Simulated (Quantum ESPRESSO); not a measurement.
# Magnetic state of TlFe2S2 from several starts, part 2 of 2

Aim: find out which collinear order of TlFe2S2 costs least.

Quantum ESPRESSO 7.5; LDA with U = 3.6 eV on Fe d (ortho-atomic projectors); plane waves with GBRV 1.5 LDA potentials, no spin-orbit coupling.

So far: Set-up; Start 1: ferro ++.

## Step 3: Run 2, typed as antiferro +−

Contents of pw.in:

```
&CONTROL
  calculation = 'scf'
  prefix = 'pwscf'
  outdir = './tmp'
  pseudo_dir = './pseudo'
  disk_io = 'nowf'
/
&SYSTEM
  ibrav = 0
  nat = 5
  ntyp = 4
  ecutwfc = 40
  ecutrho = 480
  nbnd = 38
  occupations = 'smearing'
  smearing = 'fd'
  degauss = 0.01469973
  nspin = 2
  starting_magnetization(1) = 0
  starting_magnetization(2) = 0.25
  starting_magnetization(3) = -0.25
  starting_magnetization(4) = 0
/
&ELECTRONS
  conv_thr = 1d-08
  electron_maxstep = 150
  mixing_beta = 0.3
/
ATOMIC_SPECIES
Tl    204.3800 tl_lda_v1.2.uspp.F.UPF
Fe1    55.8450 fe_lda_v1.5.uspp.F.UPF
Fe2    55.8450 fe_lda_v1.5.uspp.F.UPF
S      32.0600 s_lda_v1.4.uspp.F.UPF
CELL_PARAMETERS bohr
  -3.4260961407    3.4260961407   13.7278474022
   3.4260961407   -3.4260961407   13.7278474022
   3.4260961407    3.4260961407  -13.7278474022
ATOMIC_POSITIONS crystal
Tl      0.0000000000    0.0000000000    0.0000000000
Fe1     0.7500000000    0.2500000000    0.5000000000
Fe2     0.2500000000    0.7500000000    0.5000000000
S       0.6472830000    0.6472830000    0.0000000000
S       0.3527170000    0.3527170000    0.0000000000
K_POINTS automatic
6 6 6 0 0 0
HUBBARD {ortho-atomic}
U Fe1-3d 3.6000
U Fe2-3d 3.6000
```

The run is started by

```console
$ OMP_NUM_THREADS=1 mpirun -n 2 pw.x -nk 2 -in pw.in > pw.out
```

Output:

```text
[banner, memory and clock lines left out]
Program PWSCF v.7.5 starts

     Message from routine setup:
     using ibrav=0 with symmetry is DISCOURAGED, use correct ibrav instead

     bravais-lattice index     =            0
     lattice parameter (alat)  =      14.5578  a.u.
     unit-cell volume          =     644.5573 (a.u.)^3
     number of atoms/cell      =            5
     number of atomic types    =            4
     number of electrons       =        57.00
     number of Kohn-Sham states=           38
     kinetic-energy cutoff     =      40.0000  Ry
     charge density cutoff     =     480.0000  Ry
     scf convergence threshold =      1.0E-08
     mixing beta               =       0.3000
     number of iterations used =            8  plain     mixing
     Exchange-correlation=  SLA  PZ   NOGX NOGC
                           (   1   1   0   0   0   0   0)
     Hubbard projectors: ortho-atomic
     Hubbard parameters of DFT+U (Dudarev formulation) in eV:
     U(Fe1-3d) =  3.6000
     U(Fe2-3d) =  3.6000

     Internal variables: lda_plus_u =T, lda_plus_u_kind = 0

     Internal variables: orbital_resolved =F, hub_pot_fix =F, apply_U = F

     celldm(1)=  14.557818  celldm(2)=   0.000000  celldm(3)=   0.000000
     celldm(4)=   0.000000  celldm(5)=   0.000000  celldm(6)=   0.000000

     crystal axes: (cart. coord. in units of alat)
               a(1) = (  -0.235344   0.235344   0.942988 )
               a(2) = (   0.235344  -0.235344   0.942988 )
               a(3) = (   0.235344   0.235344  -0.942988 )

     reciprocal axes: (cart. coord. in units 2 pi/alat)
               b(1) = (  0.000000  2.124549  0.530229 )
               b(2) = (  2.124549  0.000000  0.530229 )
               b(3) = (  2.124549  2.124549  0.000000 )

     PseudoPot. # 1 for Tl read from file:
     tl_lda_v1.2.uspp.F.UPF
     Pseudo is Ultrasoft + core correction, Zval = 13.0

     PseudoPot. # 2 for Fe read from file:
     fe_lda_v1.5.uspp.F.UPF
     Pseudo is Ultrasoft + core correction, Zval = 16.0

     PseudoPot. # 3 for Fe read from file:
     fe_lda_v1.5.uspp.F.UPF
     Pseudo is Ultrasoft + core correction, Zval = 16.0

     PseudoPot. # 4 for S  read from file:
     s_lda_v1.4.uspp.F.UPF
     Pseudo is Ultrasoft + core correction, Zval =  6.0

     atomic species   valence    mass     pseudopotential
     Tl               13.00   204.38000     Tl( 1.00)
     Fe1              16.00    55.84500     Fe( 1.00)
     Fe2              16.00    55.84500     Fe( 1.00)
     S                 6.00    32.06000     S ( 1.00)

     Starting magnetic structure
     atomic species   magnetization
     Tl              0.000
     Fe1             0.250
     Fe2            -0.250
     S               0.000

      8 Sym. Ops. (no inversion) found

   Cartesian axes

     site n.     atom                  positions (alat units)
         1        Tl     tau(   1) = (   0.0000000   0.0000000   0.0000000  )
         2        Fe1    tau(   2) = (   0.0000000   0.2353441   0.4714940  )
         3        Fe2    tau(   3) = (   0.2353441   0.0000000   0.4714940  )
         4        S      tau(   4) = (  -0.0000000   0.0000000   1.2207602  )
         5        S      tau(   5) = (   0.0000000   0.0000000   0.6652158  )

     number of k points=    30  Fermi-Dirac smearing, width (Ry)=  0.0147
                       cart. coord. in units 2pi/alat
        k(    1) = (   0.0000000   0.0000000   0.0000000), wk =   0.0046296
        k(    2) = (   0.3540915   0.3540915   0.0000000), wk =   0.0185185
        k(    3) = (   0.7081830   0.7081830   0.0000000), wk =   0.0185185
        k(    4) = (  -1.0622745  -1.0622745   0.0000000), wk =   0.0092593
        k(    5) = (   0.3540915   0.0000000   0.0883716), wk =   0.0370370
        [... 25 further k-points ...]

     Dense  grid:   114403 G-vectors     FFT dimensions: ( 108, 108, 108)

     Smooth grid:    22091 G-vectors     FFT dimensions: (  60,  60,  60)

     Check: negative core charge=   -0.000009
     Generating pointlists ...
     new r_m :   0.1788 (alat units)  2.6033 (a.u.) for type    1
     new r_m :   0.1257 (alat units)  1.8305 (a.u.) for type    2
     new r_m :   0.1257 (alat units)  1.8305 (a.u.) for type    3
     new r_m :   0.1257 (alat units)  1.8305 (a.u.) for type    4

     Initial potential from superposition of free atoms

     starting charge      54.9965, renormalised to      57.0000

     negative rho (up, down):  2.515E-02 2.515E-02

     STARTING HUBBARD OCCUPATIONS:

     =================== HUBBARD OCCUPATIONS ===================
     ------------------------ ATOM    2 ------------------------
     Tr[ns(  2)] (up, down, total) =   5.00000  0.00000  5.00000
     Atomic magnetic moment for atom   2 =   5.00000
     [... lines left out ...]
     ------------------------ ATOM    3 ------------------------
     Tr[ns(  3)] (up, down, total) =   0.00000  5.00000  5.00000
     Atomic magnetic moment for atom   3 =  -5.00000
     [... lines left out ...]
     Number of occupied Hubbard levels =   10.0000

     Atomic wfc used for Hubbard projectors are orthogonalized

     Starting wfcs are   43 randomized atomic wfcs

     Self-consistent Calculation

     iteration #  1     ecut=    40.00 Ry     beta= 0.30
     Davidson diagonalization with overlap
     ethr =  1.00E-02,  avg # of iterations =  3.0

     =================== HUBBARD OCCUPATIONS ===================
     ------------------------ ATOM    2 ------------------------
     Tr[ns(  2)] (up, down, total) =   4.82094  2.43096  7.25190
     Atomic magnetic moment for atom   2 =   2.38997
     [... lines left out ...]
     ------------------------ ATOM    3 ------------------------
     Tr[ns(  3)] (up, down, total) =   2.43037  4.82096  7.25133
     Atomic magnetic moment for atom   3 =  -2.39059
     [... lines left out ...]
     Number of occupied Hubbard levels =   14.5032

     negative rho (up, down):  2.596E-02 2.596E-02

     total energy              =    -691.25422706 Ry
     estimated scf accuracy    <       6.59347233 Ry

     total magnetization       =    -0.00 Bohr mag/cell
     absolute magnetization    =     5.12 Bohr mag/cell

     iteration #  2     ecut=    40.00 Ry     beta= 0.30
     Davidson diagonalization with overlap
     ethr =  1.00E-02,  avg # of iterations =  4.4

     negative rho (up, down):  2.573E-02 2.573E-02

     total energy              =    -691.55734340 Ry
     estimated scf accuracy    <      16.62644194 Ry

     total magnetization       =     0.01 Bohr mag/cell
     absolute magnetization    =     6.97 Bohr mag/cell

     [... further iterations left out ...]

     iteration # 32     ecut=    40.00 Ry     beta= 0.30
     Davidson diagonalization with overlap
     ethr =  5.84E-11,  avg # of iterations =  5.9

     negative rho (up, down):  2.419E-02 2.419E-02

     total energy              =    -693.39885866 Ry
     estimated scf accuracy    <       0.00000002 Ry

     total magnetization       =     0.00 Bohr mag/cell
     absolute magnetization    =     6.18 Bohr mag/cell

     iteration # 33     ecut=    40.00 Ry     beta= 0.30
     Davidson diagonalization with overlap
     ethr =  3.41E-11,  avg # of iterations =  2.7

     negative rho (up, down):  2.419E-02 2.419E-02

     Magnetic moment per site  (integrated on atomic sphere of radius R)
     atom   1 (R=0.179)  charge= 11.5499  magn=  0.0000
     atom   2 (R=0.126)  charge= 14.1315  magn=  2.8206
     atom   3 (R=0.126)  charge= 14.1315  magn= -2.8205
     atom   4 (R=0.126)  charge=  3.9601  magn=  0.0000
     atom   5 (R=0.126)  charge=  3.9601  magn=  0.0000

     End of self-consistent calculation

     =================== HUBBARD OCCUPATIONS ===================
     ------------------------ ATOM    2 ------------------------
     Tr[ns(  2)] (up, down, total) =   4.69691  1.73066  6.42757
     Atomic magnetic moment for atom   2 =   2.96625
     [... lines left out ...]
     ------------------------ ATOM    3 ------------------------
     Tr[ns(  3)] (up, down, total) =   1.73071  4.69689  6.42760
     Atomic magnetic moment for atom   3 =  -2.96618
     [... lines left out ...]
     Number of occupied Hubbard levels =   12.8552

     [... lines left out ...]
     the Fermi energy is    10.5265 ev

!    total energy              =    -693.39885870 Ry
     estimated scf accuracy    <          1.2E-09 Ry
     smearing contrib. (-TS)   =      -0.02557333 Ry
     internal energy E=F+TS    =    -693.37328537 Ry

     The total energy is F=E-TS. E is the sum of the following terms:
     one-electron contribution =    -512.24070180 Ry
     hartree contribution      =     284.20313003 Ry
     xc contribution           =    -136.61810902 Ry
     ewald contribution        =    -328.98714352 Ry
     Hubbard energy            =       0.26953894 Ry

     total magnetization       =     0.00 Bohr mag/cell
     absolute magnetization    =     6.18 Bohr mag/cell

     convergence has been achieved in  33 iterations
```

It took 9.5 min on 2 MPI ranks of Arm Neoverse V1, shared host; peak memory 0.89 GiB; 19 min of CPU time.

Spin moment in the atom's sphere by atom:

```
atom  spin moment in the atom's sphere (μB)
 Tl1                                   0.00
 Fe2                                   2.82
 Fe3                                  -2.82
  S4                                   0.00
  S5                                   0.00
```

This step gave:

* smearing term TS: 0.3479 eV
* magnetization: 0 μB
* absolute magnetization: 6.184 μB
* final state: antiferromagnetic

Spin density in the ac plane of the conventional cell at fractional y = 0.000, with atoms of Tl and Fe and S within 0.2 Å of it.

Ten even steps from '_' (-3.6 e/Å³) to '@' (3.6 e/Å³), each cell a mean:
```
++++++++++++++++++++++++++++
++++++++++++++++++++++++++++
++++++++++++++++++++++++++++
++++++++++++++++++++++++++++
++++++++++++++++++++++++++++
++++++++++##@@@@@@**++++++++
++++++++++**%%####++++++++++
++++==++++++++++++++++====++
++++==++++++++++++++++==++++
++++++++++++++++++++++++++++
++++++++++++++++++++++++++++
++++++++++++++++++++++++++++
++++++++++++++++++++++++++++
++++++++++++++++++++++++++++
++++++++++++++++++++++++++++
++++++++++++++++++++++++++++
++++++++============++++++++
++++++====::______--====++++
++++======--::::::======++++
++++++++====++++======++++++
++++++++++++++++++++++++++++
++++++++++++++++++++++++++++
++++++++++++++++++++++++++++
++++++++++++++++++++++++++++
```
Columns run along a (3.6 Å), rows up along c (14.5 Å), edges of the conventional cell, whose origin can differ from the input's. Atoms in or near the plane, at fractional coordinates: Tl at (0.00, 0.00), Fe at (0.50, 0.75), Fe at (0.50, 0.25), S at (0.00, 0.65), S at (0.00, 0.35).

Valence density in the ac plane of the conventional cell at fractional y = 0.000, with atoms of Tl and Fe and S within 0.2 Å of it. It is the smooth field of the valence electrons, not physical close to the nuclei.

Ten steps, logarithmic in the rise over the least value, from '_' (0 e/Å³) to '@' (20 e/Å³), each cell a mean:
```
++**++--::..______..::==****
----::..____________....::--
____________________________
____________________________
________..::====--::..______
____..::==##@@@@@@**--....__
::::::::--**%%@@%%++--::::::
--------::::::--::::::------
--------::..______..::------
------::..__________..::----
....____________________....
____________________________
____________________________
::....________________......
------::..________....::----
--------::..........::------
------::::--======::::------
......::==##@@@@@@**--::....
____....--**%%@@%%++::..____
________....::--::..________
____________________________
..__________________________
++==--::..__________..::--==
--****==::..______..--++**++
```
Columns run along a (3.6 Å), rows up along c (14.5 Å), edges of the conventional cell, whose origin can differ from the input's. Atoms in or near the plane, at fractional coordinates: Tl at (0.00, 0.00), Fe at (0.50, 0.75), Fe at (0.50, 0.25), S at (0.00, 0.65), S at (0.00, 0.35).

## Step 4: Run 3 (no spin polarisation)

Contents of pw.in:

```
&CONTROL
  calculation = 'scf'
  prefix = 'pwscf'
  outdir = './tmp'
  pseudo_dir = './pseudo'
  disk_io = 'nowf'
/
&SYSTEM
  ibrav = 0
  nat = 5
  ntyp = 3
  ecutwfc = 40
  ecutrho = 480
  nbnd = 38
  occupations = 'smearing'
  smearing = 'fd'
  degauss = 0.01469973
/
&ELECTRONS
  conv_thr = 1d-08
  electron_maxstep = 150
  mixing_beta = 0.3
/
ATOMIC_SPECIES
Tl    204.3800 tl_lda_v1.2.uspp.F.UPF
Fe     55.8450 fe_lda_v1.5.uspp.F.UPF
S      32.0600 s_lda_v1.4.uspp.F.UPF
CELL_PARAMETERS bohr
  -3.4260961407    3.4260961407   13.7278474022
   3.4260961407   -3.4260961407   13.7278474022
   3.4260961407    3.4260961407  -13.7278474022
ATOMIC_POSITIONS crystal
Tl      0.0000000000    0.0000000000    0.0000000000
Fe      0.7500000000    0.2500000000    0.5000000000
Fe      0.2500000000    0.7500000000    0.5000000000
S       0.6472830000    0.6472830000    0.0000000000
S       0.3527170000    0.3527170000    0.0000000000
K_POINTS automatic
6 6 6 0 0 0
HUBBARD {ortho-atomic}
U Fe-3d 3.6000
```

Output:

```text
     [... lines left out ...]
Program PWSCF v.7.5 starts
     [... lines left out ...]
     number of atoms/cell      =            5
     [... lines left out ...]
     number of electrons       =        57.00
     number of Kohn-Sham states=           38
     kinetic-energy cutoff     =      40.0000  Ry
     charge density cutoff     =     480.0000  Ry
     scf convergence threshold =      1.0E-08
     [... lines left out ...]
     16 Sym. Ops., with inversion, found
     [... lines left out ...]
     number of k points=    30  Fermi-Dirac smearing, width (Ry)=  0.0147
     [... lines left out ...]
     iteration # 17     ecut=    40.00 Ry     beta= 0.30
     [... lines left out ...]
     Tr[ns(  2)] =   6.63129
     [... lines left out ...]
     Tr[ns(  3)] =   6.63129
     [... lines left out ...]
     the Fermi energy is    10.0545 ev
!    total energy              =    -693.19411498 Ry
     estimated scf accuracy    <          9.0E-09 Ry
     smearing contrib. (-TS)   =      -0.05307202 Ry
     [... lines left out ...]
     convergence has been achieved in  17 iterations
```

The job ended after 2.6 min (2 MPI ranks; peak memory 0.7 GiB; 5.2 min of CPU time).

Numbers from this step:

* smearing term TS: 0.7221 eV
* final state: non-magnetic (no spin polarisation)

## Step 5: Ranking

An order is kept where moments of 0.15 μB or more survive with the typed signs; meshes match where a doubled cell samples the same k points as the first cell.

Orders:

```
               start        final state  typed order kept  energy over the lowest (meV a seeded atom)  largest site moment (μB)  net moment (μB a cell of the first run)  mesh matched  CPU time (s)
            ferro ++      ferromagnetic               yes                                           0                     3.129                                    6.846           yes         723.3
        antiferro +-  antiferromagnetic               yes                                       191.7                     2.821                                        0           yes          1137
no spin polarisation       non-magnetic                 -                                        1585                         0                                        0           yes         310.7
```

## Step 6: Fillings of the first corrected shells

```
       start  type  spin             occupation numbers
    ferro ++    Fe    up  0.951 0.965 0.965 0.968 0.970
    ferro ++    Fe  down  0.149 0.227 0.227 0.369 0.582
    ferro ++    Fe    up  0.951 0.965 0.965 0.968 0.970
    ferro ++    Fe  down  0.149 0.227 0.227 0.369 0.582
antiferro +-   Fe1    up  0.913 0.934 0.946 0.946 0.958
antiferro +-   Fe1  down  0.118 0.162 0.162 0.423 0.866
antiferro +-   Fe2    up  0.118 0.162 0.162 0.423 0.866
antiferro +-   Fe2  down  0.913 0.934 0.946 0.946 0.958
```

## Step 7: Outcome

```
moments, largest by run                         : 3.13, 2.82, 0 μB
spread of the energies of the runs with moments : 192 meV a seeded atom
```

**Reading.** Under a U these runs seem to end in unlike orbital states: the fillings of their corrected shells differ, or their energies lie too far apart for exchange alone. The differences are then no exchange energies, and the ranking says little of the magnetic order. Seeding all runs from one set of occupation matrices is the usual remedy. Energies are free energies at an electronic temperature of 2320 K, which lowers moments and differences where the moments are itinerant.

[Logs and program files are shortened in this print: banners, set-up blocks, solver, clock and traceback lines can be left out without a mark of their own.]

[Logs are printed without paths, hosts, clocks, repeated set-up lines and the standing remarks that a program may print on its own settings, such as how far it seeks lower states.]

[Hosts, paths, dates, database ids (printed as entryN), source tags and the programs' standing remarks are cut or masked in the printed files.]

[Where a cell is said to come from a database of computed structures, the database is the Materials Project.]
